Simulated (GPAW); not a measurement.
# Screening of a field by C/Pt(100)

Wanted: the out-of-plane polarisability of C/Pt(100).

Method: GPAW, PAW setups; slab in vacuum, relaxation, in the first sound run; inputs show where later runs differ, in GPAW 26.7.0.

This is a report of a sequence of runs, with most program output left out.

### Step 1. The starting structure

The cell holds 5 atoms: 4 Pt and 1 C. Cell: a = 2.772 Å, b = 2.772 Å, c = 24.688 Å, α = 90.0°, β = 90.0°, γ = 90.0°. Vacuum lies along c.

### Step 2. Relaxing the atoms

The atoms are relaxed first, since the surface dipole, and with it the work function, follows the positions of the outer layers. The lowest 2 atoms are held at bulk positions and keep their forces.

run.py reads:

```python
import json
import numpy as np
from ase import Atoms
from ase.constraints import FixAtoms
from ase.optimize import BFGS
from gpaw import GPAW, PW

slab = Atoms(
    ['Pt', 'Pt', 'Pt', 'Pt', 'C'],
    positions=[
        [1.38593, 1.38593, 9.00000],
        [0.00000, 0.00000, 10.96000],
        [1.38593, 1.38593, 12.92000],
        [0.00000, 0.00000, 14.88000],
        [1.38593, 1.38593, 15.68796]],
    cell=[[2.77186, 0.0, 0.0], [0.0, 2.77186, 0.0], [0.0, 0.0, 24.68796]],
    pbc=[True, True, False])

slab.calc = GPAW(mode=PW(500), xc='PBE', kpts={'size': (11, 11, 1), 'gamma': True},
                 occupations={'name': 'fermi-dirac', 'width': 0.1}, nbands='160%',
                 convergence={'density': 1e-05}, maxiter=200,
                 poissonsolver={'dipolelayer': 'xy'},
                 symmetry={'tolerance': 1e-3, 'extra_ids': [1, 1, 0, 0, 0]}, txt='slab.txt')
result = {}
slab.set_constraint(FixAtoms([0, 1]))
path = []
opt = BFGS(slab, maxstep=0.2)
opt.attach(lambda: path.append((slab.get_potential_energy(), slab.positions.tolist(), slab.get_forces().tolist())))
result['relaxed'] = bool(opt.run(fmax=0.03, steps=40))
result['path'] = path
energy = slab.get_potential_energy()
fermi = slab.calc.get_fermi_level()
v = slab.calc.get_electrostatic_potential().mean((0, 1)) - fermi
n = slab.calc.get_pseudo_density().mean((0, 1))
L = slab.cell[2, 2]
z = np.arange(len(v)) * L / len(v)
low, high = slab.positions[:, 2].min(), slab.positions[:, 2].max()
below, above = np.interp([low - 6.8, high + 6.8], z, v)
slopes = [np.interp(x, z, np.gradient(v, z)) for x in (low - 6.8, high + 6.8)]
eps = np.array([[slab.calc.get_eigenvalues(k, s) for k in range(len(slab.calc.get_ibz_k_points()))]
                for s in range(slab.calc.get_number_of_spins())]) - fermi
top, bottom = eps[eps < 0].max(), eps[eps > 0].min()
dipole = slab.get_dipole_moment()[2]
print(f'energy {energy:.4f} eV, Fermi level {fermi:.4f} eV, dipole {dipole:.5f} e A')
print(f'potential 6.8 A off the faces, from the Fermi level: lower {below:.4f} eV, upper {above:.4f} eV')
print(f'slope of the potential there: lower {slopes[0]:.5f}, upper {slopes[1]:.5f} eV/A')
print(f'nearest levels on the mesh: {top:.4f} and {bottom:.4f} eV')
print('magnetic moment', round(slab.get_magnetic_moment(), 3))
result.update(energy=energy, fermi=fermi, dipole=dipole, below=below, above=above, slopes=slopes, edges=[top, bottom],
              z=z.tolist(), v=v.tolist(), n=n.tolist(), positions=slab.positions.tolist(),
              forces=slab.get_forces(apply_constraint=False).tolist(), moments=slab.get_magnetic_moments().tolist())
json.dump(result, open('result.json', 'w'))
```

The run is started by

```console
OMP_NUM_THREADS=1 OPENBLAS_NUM_THREADS=1 python run.py
```

The job ended after 37 min (1 thread of Arm Neoverse V1, shared host; peak memory 0.3 GiB).

Relaxation path:

```tsv
step	energy less that of the first step (eV)	largest force (eV/Å)
1	0.0000	1.2129
2	-0.0258	0.9485
3	-0.0625	0.3521
4	-0.0684	0.3938
5	-0.0790	0.5334
6	-0.0939	0.5434
7	-0.1092	0.3834
8	-0.1191	0.2699
9	-0.1257	0.2499
10	-0.1298	0.2344
11	-0.1329	0.2738
12	-0.1401	0.3149
13	-0.1468	0.2230
14	-0.1493	0.0589
15	-0.1488	0.0067
```

The atoms that moved most (Å):

```tsv
atom	dx	dy	dz	length
C5	0.000	0.000	0.320	0.320
Pt4	0.000	0.000	0.277	0.277
Pt3	0.000	0.000	0.059	0.059
```

Final coordinates:

```
Pt C
1.0
     2.77186    0.00000    0.00000
     0.00000    2.77186    0.00000
     0.00000    0.00000   24.68796
Pt C
4 1
Cartesian
  1.3859 1.3859 9.0000
  0.0000 0.0000 10.9600
  1.3859 1.3859 12.9790
  0.0000 0.0000 15.1565
  1.3859 1.3859 16.0077
```

Numbers from this step:

- dipole along the normal: -0.01561 e·Å
- levels nearest the Fermi level on the mesh: -0.03413, 4.47e-5 eV from the Fermi level
- upper work function: 6.051 eV
- lower work function: 5.675 eV

Table of electrostatic potential energy of an electron (without an applied field's), less the Fermi level, planar mean by z:

z (Å), electrostatic potential energy of an electron (without an applied field's), less the Fermi level, planar mean (eV) and a bar from the least value:
```
      0.0        5.9 ##############################
      0.5        5.7 ##############################
      1.0        5.7 ##############################
      1.5        5.7 ##############################
      2.0        5.7 ##############################
      2.5        5.7 ##############################
      3.0        5.7 ##############################
      3.5        5.7 ##############################
      4.0        5.7 ##############################
      4.5        5.7 ##############################
      5.0        5.7 ##############################
      5.5        5.7 ##############################
      6.0        5.7 ##############################
      6.5        5.6 ##############################
      7.0        5.4 #############################
      7.5        4.7 #############################
      8.0        1.6 #########################
      8.5       -9.9 ##############
      9.0      -22.3 #
      9.5      -10.6 #############
     10.0       -2.6 #####################
     10.5      -12.2 ###########
     11.0      -22.7 
     11.5       -9.6 ##############
     12.0       -2.1 ######################
     12.5      -11.4 ############
     13.0      -22.6 #
     13.5      -10.0 ##############
     14.0       -1.1 #######################
     14.5       -7.1 #################
     15.0      -23.2 
     15.5      -21.3 ##
     16.0      -15.7 ########
     16.5       -0.7 #######################
     17.0        4.7 #############################
     17.5        5.8 ##############################
     18.0        6.0 ##############################
     18.5        6.0 ##############################
     19.0        6.0 ##############################
     19.5        6.1 ##############################
     20.0        6.1 ##############################
     20.5        6.1 ##############################
     21.0        6.1 ##############################
     21.5        6.1 ##############################
     22.0        6.1 ##############################
     22.5        6.1 ##############################
     23.0        6.1 ##############################
     23.5        6.1 ##############################
     24.0        6.1 ##############################
     24.5        6.0 ##############################
```

The pseudo valence density, planar mean oscillates, so the rows of the table below give means over windows of 1.93 Å about each position, cut where the curve ends. Its maxima inside the range that stand out by 2 % of the span (Å: e/Å³): 9.1: 2.06, 11.0: 2.10, 12.9: 2.08, 15.2: 2.13. Its minima: 10.0: 0.429, 12.0: 0.391, 14.1: 0.317.

Table of pseudo valence density, planar mean by z; means over each step:

```tsv
z (Å)	pseudo valence density, planar mean (e/Å³)
4.83	6.8e-5
6.76	0.0154
8.69	0.981
10.62	1.07
12.55	1.05
14.48	0.968
16.41	0.506
18.34	0.00384
20.27	6.5e-6
```

The relaxation lowered the energy of the cell by 0.149 eV (energies extrapolated to zero smearing; the optimiser's log prints free energies). The largest force left on a free atom is 0.0067 eV/Å.

### Step 3. The slab's potential

The work function is the vacuum plateau of the electrostatic potential less the Fermi level; a dipole layer lets the two faces have plateaus of their own.

This step: GPAW, PAW setups; slab in vacuum (GPAW 26.7.0).

run.py, as its differences from that of step 2:

```diff
@@ -3,4 +3,2 @@
 from ase import Atoms
-from ase.constraints import FixAtoms
-from ase.optimize import BFGS
 from gpaw import GPAW, PW
@@ -12,5 +10,5 @@
         [0.00000, 0.00000, 10.96000],
-        [1.38593, 1.38593, 12.92000],
-        [0.00000, 0.00000, 14.88000],
-        [1.38593, 1.38593, 15.68796]],
+        [1.38593, 1.38593, 12.97897],
+        [0.00000, 0.00000, 15.15653],
+        [1.38593, 1.38593, 16.00771]],
     cell=[[2.77186, 0.0, 0.0], [0.0, 2.77186, 0.0], [0.0, 0.0, 24.68796]],
@@ -22,10 +20,4 @@
                  poissonsolver={'dipolelayer': 'xy'},
-                 symmetry={'tolerance': 1e-3, 'extra_ids': [1, 1, 0, 0, 0]}, txt='slab.txt')
+                 symmetry={'tolerance': 1e-3}, txt='slab.txt')
 result = {}
-slab.set_constraint(FixAtoms([0, 1]))
-path = []
-opt = BFGS(slab, maxstep=0.2)
-opt.attach(lambda: path.append((slab.get_potential_energy(), slab.positions.tolist(), slab.get_forces().tolist())))
-result['relaxed'] = bool(opt.run(fmax=0.03, steps=40))
-result['path'] = path
 energy = slab.get_potential_energy()
```

The job ended after 3.1 min (1 thread; peak memory 0.29 GiB).

This step gave:

```yaml
dipole_along_the_normal: -0.01589 e·Å
levels_nearest_the_fermi_level_on_the_mesh: -0.03407, 1.14e-4 eV from the Fermi level
upper_work_function: 6.050 eV
```

The electrostatic potential energy of an electron (without an applied field's), less the Fermi level, planar mean oscillates, so the rows of the table below give means over windows of 1 Å about each position, cut where the curve ends. Its maxima inside the range that stand out by 2 % of the span (Å: eV): 9.9: -2.55, 12.0: -2.04, 14.1: -1.04. Its minima: 9.0: -22.4, 11.0: -22.8, 13.0: -22.6, 15.2: -25.5.

The electrostatic potential energy of an electron (without an applied field's), less the Fermi level, planar mean by z; means over each step:

```tsv
z (Å)	electrostatic potential energy of an electron (without an applied field's), less the Fermi level, planar mean (eV)
0	5.75
1	5.68
2	5.68
3	5.68
4	5.68
5	5.67
6	5.65
7	5.34
8	0.134
9	-17.6
10	-5.65
11	-18.1
12	-5.02
13	-18.0
14	-3.61
15	-19.7
16	-13.1
17	4.04
18	5.98
19	6.05
20	6.05
21	6.05
22	6.05
23	6.05
24	6.04
```

The pseudo valence density, planar mean oscillates, so the rows of the table below give means over windows of 1.93 Å about each position, cut where the curve ends. Its maxima inside the range that stand out by 2 % of the span (Å: e/Å³): 9.1: 2.06, 11.0: 2.10, 12.9: 2.08, 15.2: 2.13. Its minima: 10.0: 0.429, 12.0: 0.391, 14.1: 0.317.

The pseudo valence density, planar mean by z; means over each step:

```tsv
z (Å)	pseudo valence density, planar mean (e/Å³)
4.83	6.8e-5
6.76	0.0154
8.69	0.981
10.62	1.07
12.55	1.05
14.48	0.968
16.41	0.506
18.34	0.00384
20.27	6.4e-6
```

The potential is flat to 5.5e-5 eV/Å where it is read, so the vacuum is wide enough.

### Step 4. Field on

A uniform field along the normal polarises the slab; the atoms stay fixed, so this is the electronic response alone.

run.py, as its differences from that of step 3:

```diff
@@ -4,2 +4,3 @@
 from gpaw import GPAW, PW
+from gpaw.external import ConstantElectricField
 
@@ -20,2 +21,3 @@
                  poissonsolver={'dipolelayer': 'xy'},
+                 external=ConstantElectricField(-0.2, [0, 0, 1]),
                  symmetry={'tolerance': 1e-3}, txt='slab.txt')
```

Run time: 8.5 min. Hardware: 1 thread; peak memory 0.55 GiB.

This step gave:

```
dipole along the normal                                         : -0.09656 e·Å
levels nearest the Fermi level on the mesh                      : -0.03341, 7.76e-4 eV from the Fermi level
potential below the slab, the applied field's own ramp left out : 4.702 eV from the Fermi level
potential above the slab, the applied field's own ramp left out : 6.976 eV from the Fermi level
```

Table of electrostatic potential energy of an electron (without an applied field's), less the Fermi level, planar mean by z:

```tsv
z (Å)	electrostatic potential energy of an electron (without an applied field's), less the Fermi level, planar mean (eV)
0.0	5.84
0.5	4.70
1.0	4.70
1.5	4.70
2.0	4.70
2.5	4.70
3.0	4.70
3.5	4.70
4.0	4.70
4.5	4.70
5.0	4.70
5.5	4.70
6.0	4.69
6.5	4.65
7.0	4.48
7.5	3.76
8.0	0.706
8.5	-10.6
9.0	-23.0
9.5	-11.2
10.0	-3.06
10.5	-12.6
11.0	-23.0
11.5	-9.80
12.0	-2.20
12.5	-11.4
13.0	-22.5
13.5	-9.75
14.0	-0.792
14.5	-6.62
15.0	-22.6
15.5	-20.6
16.0	-15.0
16.5	0.157
17.0	5.60
17.5	6.71
18.0	6.92
18.5	6.97
19.0	6.97
19.5	6.98
20.0	6.98
20.5	6.98
21.0	6.98
21.5	6.98
22.0	6.98
22.5	6.98
23.0	6.98
23.5	6.98
24.0	6.98
24.5	6.45
```

The dipole is now -0.0966 e Å, against -0.016 in the run without a field.

### Step 5. In a field

run.py, as its differences from that of step 4:

```diff
@@ -21,3 +21,3 @@
                  poissonsolver={'dipolelayer': 'xy'},
-                 external=ConstantElectricField(-0.2, [0, 0, 1]),
+                 external=ConstantElectricField(-0.1, [0, 0, 1]),
                  symmetry={'tolerance': 1e-3}, txt='slab.txt')
```

Wall time 7.9 min (1 thread); peak memory 0.55 GiB.

Numbers from this step:

```yaml
dipole_along_the_normal: -0.05625 e·Å
levels_nearest_the_fermi_level_on_the_mesh: -0.03371, 4.76e-4 eV from the Fermi level
potential_below_the_slab_the_applied_field_s_own_ramp_left_out: 5.188 eV from the Fermi level
potential_above_the_slab_the_applied_field_s_own_ramp_left_out: 6.513 eV from the Fermi level
```

The electrostatic potential energy of an electron (without an applied field's), less the Fermi level, planar mean oscillates, so the rows of the table below give means over windows of 1 Å about each position, cut where the curve ends. Its maxima inside the range that stand out by 2 % of the span (Å: eV): 9.9: -2.79, 12.0: -2.08, 14.1: -0.864. Its minima: 9.0: -22.7, 11.0: -22.9, 13.0: -22.6, 15.2: -25.2.

Electrostatic potential energy of an electron (without an applied field's), less the Fermi level, planar mean against z; means over each step:

```tsv
z (Å)	electrostatic potential energy of an electron (without an applied field's), less the Fermi level, planar mean (eV)
0	5.44
1	5.19
2	5.19
3	5.19
4	5.19
5	5.19
6	5.17
7	4.86
8	-0.296
9	-18.0
10	-5.88
11	-18.2
12	-5.05
13	-17.9
14	-3.44
15	-19.4
16	-12.7
17	4.48
18	6.44
19	6.51
20	6.51
21	6.51
22	6.51
23	6.51
24	6.48
```

The dipole is now -0.0562 e Å, against -0.016 in the run without a field.

### Step 6. Field on

run.py, as its differences from that of step 5:

```diff
@@ -21,3 +21,3 @@
                  poissonsolver={'dipolelayer': 'xy'},
-                 external=ConstantElectricField(-0.1, [0, 0, 1]),
+                 external=ConstantElectricField(-0.05, [0, 0, 1]),
                  symmetry={'tolerance': 1e-3}, txt='slab.txt')
```

Elapsed: 9.5 min, on 1 thread; peak memory 0.55 GiB.

The electrostatic potential energy of an electron (without an applied field's), less the Fermi level, planar mean oscillates, so the rows of the table below give means over windows of 1 Å about each position, cut where the curve ends. Its maxima inside the range that stand out by 2 % of the span (Å: eV): 9.9: -2.67, 12.0: -2.06, 14.1: -0.951. Its minima: 9.0: -22.6, 11.0: -22.9, 13.0: -22.6, 15.2: -25.3.

The electrostatic potential energy of an electron (without an applied field's), less the Fermi level, planar mean by z; means over each step:

z (Å), electrostatic potential energy of an electron (without an applied field's), less the Fermi level, planar mean (eV) and a bar from the least value:
```
        0        5.6 #############################
        1        5.4 #############################
        2        5.4 #############################
        3        5.4 #############################
        4        5.4 #############################
        5        5.4 #############################
        6        5.4 #############################
        7        5.1 #############################
        8       -0.1 #######################
        9      -17.8 ##
       10       -5.8 ################
       11      -18.2 ##
       12       -5.0 #################
       13      -17.9 ##
       14       -3.5 ###################
       15      -19.5 
       16      -12.9 ########
       17        4.3 ############################
       18        6.2 ##############################
       19        6.3 ##############################
       20        6.3 ##############################
       21        6.3 ##############################
       22        6.3 ##############################
       23        6.3 ##############################
       24        6.3 ##############################
```

### Step 7. Field on

run.py, as its differences from that of step 6:

```diff
@@ -21,3 +21,3 @@
                  poissonsolver={'dipolelayer': 'xy'},
-                 external=ConstantElectricField(-0.05, [0, 0, 1]),
+                 external=ConstantElectricField(0.05, [0, 0, 1]),
                  symmetry={'tolerance': 1e-3}, txt='slab.txt')
```

The job ended after 9.8 min (1 thread; peak memory 0.55 GiB).

[end of part 1 of 2]

[Logs are printed without paths, hosts, clocks, repeated set-up lines and the standing remarks that a program may print on its own settings, such as how far it seeks lower states.]

[Hosts, paths, dates, database ids (printed as entryN), source tags and the programs' standing remarks are cut or masked in the printed files.]
